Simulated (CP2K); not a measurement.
Consider chloropyrazine at its PBE geometry (Å).

```xyz
10

Cl    2.5698   -1.5523   -0.0947
C     1.0624   -0.6719   -0.0442
C     1.0874    0.7144    0.1790
N    -0.0490    1.4162    0.2302
C    -1.1936    0.7327    0.0517
C    -1.1977   -0.6429   -0.1762
N    -0.0578   -1.3568   -0.2206
H     2.0288    1.2505    0.3120
H    -2.1226    1.3045    0.0928
H    -2.1276   -1.1945   -0.3300
```

Method: CP2K XAS_TDP, all-electron GAPW, PBEh(45%), aug-pc-1, TDA, GW2X-corrected core level, no relativity.

**Question.** Predict the bright core excitations at the C K edge.

Leading lines: C2 287.61 eV, C3 286.69 eV, C5 286.82 eV and C6 286.80 eV. The leading line of an atom is its first one with 35 % of the strongest within 2.5 eV of its lowest line over the strength cut. Core ionisation energies at this level: C3 292.98, C5 292.89, C2 293.86 and C6 293.06 eV.

The first six lines of each atom with a strength over 0.0015:

| atom | energy (eV) | states | strength, one atom | above the computed threshold |
| --- | --- | --- | --- | --- |
| C2 (bonded to C, Cl and N) | 287.61 | 1 | 0.0579 |  |
|  | 289.38 | 1 | 0.0034 |  |
|  | 289.70 | 1 | 0.0549 |  |
|  | 293.54 | 1 | 0.0017 |  |
|  | 294.06 | 1 | 0.0020 | yes |
|  | 294.60 | 1 | 0.0044 | yes |
| C3 (bonded to C, N and H) | 286.69 | 1 | 0.0532 |  |
|  | 288.63 | 1 | 0.0036 |  |
|  | 290.77 | 1 | 0.0160 |  |
|  | 291.52 | 1 | 0.0024 |  |
|  | 291.87 | 1 | 0.0028 |  |
|  | 292.36 | 1 | 0.0033 |  |
| C5 (bonded to C, N and H) | 286.82 | 1 | 0.0540 |  |
|  | 288.37 | 1 | 0.0030 |  |
|  | 290.68 | 1 | 0.0128 |  |
|  | 291.80 | 1 | 0.0034 |  |
|  | 292.17 | 1 | 0.0031 |  |
|  | 292.54 | 1 | 0.0015 |  |
| C6 (bonded to C, N and H) | 286.80 | 1 | 0.0550 |  |
|  | 288.71 | 1 | 0.0030 |  |
|  | 290.83 | 1 | 0.0130 |  |
|  | 291.92 | 1 | 0.0038 |  |
|  | 292.19 | 1 | 0.0040 |  |
|  | 292.28 | 1 | 0.0032 |  |

Lines are vertical, at one geometry, with no vibrational structure. GW2X ionisation energies and lines can be off by 1 to 2 eV either way, and a good line position may hide errors that cancel. These values hold no scalar relativity, about 0.1 eV for C 1s. Rydberg lines, and the discretised continuum above threshold, depend on the basis and the box.

[Banner, clock and machine lines of the logs are left out without a mark of their own.]

[Logs are printed without paths, hosts, clocks, repeated set-up lines and the standing remarks that a program may print on its own settings, such as how far it seeks lower states.]

[Hosts, paths, dates, database ids (printed as entryN), source tags and the programs' standing remarks are cut or masked in the printed files.]
